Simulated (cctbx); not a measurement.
# Interatomic vectors of NaV3Fe2S8

Space group C2/m (no. 12), a = 17.1920 Å, b = 3.3350 Å, c = 8.5850 Å, α = 90.00°, β = 103.29°, γ = 90.00°, content Fe4 V6 S16 Na2.

Simulated single-crystal data (cctbx): synchrotron X-rays, λ = 0.4959 Å, to d = 0.8 Å, 95 % of the full sphere, strongest reflection 5000 counts, noise from counting, a 1.5 % proportional error and a noise floor of 8 counts (s.d.); no absorption.

Patterson synthesis, origin scaled to 1000:

```text
Patterson group C 1 2/m 1
      u       v       w   height  length (A)
  0.000   0.000   0.000   1000.0     0.00
  0.162   0.500  -0.002    489.7     3.25
  0.094   0.500   0.335    348.1     3.40
  0.073   0.500   0.167    339.0     2.36
  0.033   0.500   0.827    291.6     2.39
  0.130   0.000   0.167    290.7     2.37
  0.090   0.000   0.830    286.7     2.36
  0.169   0.000   0.501    284.3     5.70
  0.237   0.000   0.162    272.9     3.99
  0.000   0.500   0.500    251.8     4.61
  0.207   0.000   0.838    243.6     4.10
  0.202   0.500   0.333    226.5     4.30
  0.147   0.500   0.677    226.3     4.48
  0.052   0.000   0.343    221.4     2.87
```

Q: Assign the vectors.

A peak at u stands for all pairs with xi − xj = u, with weight Σ ZiZj against Σ Z² = 10216 at the origin. Peak heights follow these weights only roughly, since form factors, motion and series ripples differ, all vectors within 0.55 Å of a peak are counted as merged into it though the farther ones add only part of their weight, and F(000) is left out, which lowers the whole map:

| u | v | w | shortest length (Å) | height | 1000 ΣZiZj/ΣZ² | pairs in the cell |
| --- | --- | --- | --- | --- | --- | --- |
| 0.162 | 0.500 | -0.002 | 3.25 | 490 | 627 | 14 × S–S, 4 × V–V, 4 × S–Na |
| 0.094 | 0.500 | 0.335 | 3.40 | 348 | 402 | 8 × S–S, 2 × Fe–Fe, 4 × S–Na |
| 0.073 | 0.500 | 0.167 | 2.36 | 339 | 432 | 12 × V–S |
| 0.033 | 0.500 | 0.827 | 2.39 | 292 | 326 | 8 × Fe–S |
| 0.130 | 0.000 | 0.167 | 2.36 | 291 | 326 | 8 × Fe–S |
| 0.090 | 0.000 | 0.830 | 2.36 | 287 | 432 | 12 × V–S |
| 0.169 | 0.000 | 0.501 | 4.60 | 284 | 387 | 8 × V–S, 4 × V–Na |
| 0.237 | 0.000 | 0.162 | 3.99 | 273 | 432 | 12 × V–S |
| 0.000 | 0.500 | 0.500 | 4.61 | 252 | 387 | 8 × V–S, 4 × V–Na |
| 0.207 | 0.000 | 0.838 | 4.11 | 244 | 275 | 4 × Fe–S, 4 × Fe–Na |

The table stops at ten peaks or at a height of 45, below which ripples compete. In the model behind the data Fe, the heaviest element, has 1 independent site: (0.2024, 0, 0.8322), up to an allowed shift of origin; the Fe–Fe vectors are differences of these positions and their symmetry mates. Elements of similar Z can't be told apart from the map alone. The whole model:

```csv
atom,mult.,x,y,z,Ueq (Å²)
Fe1,4,0.2024,0,0.8322,0.0056
V1,2,0,1/2,1/2,0.0057
V2,4,0.1508,0,0.4896,0.0065
S1,4,0.3312,0,0.0047,0.0076
S2,4,0.2637,0,0.3503,0.0084
S3,4,0.0723,0,0.6739,0.0079
S4,4,0.4119,0,0.6729,0.0068
Na1,2,0,0,0,0.0075
```

The model is made up (kin elements in a known structure type, no relaxation), so it says nothing on whether the phase exists.

[Logs are printed without paths, hosts, clocks, repeated set-up lines and the standing remarks that a program may print on its own settings, such as how far it seeks lower states.]
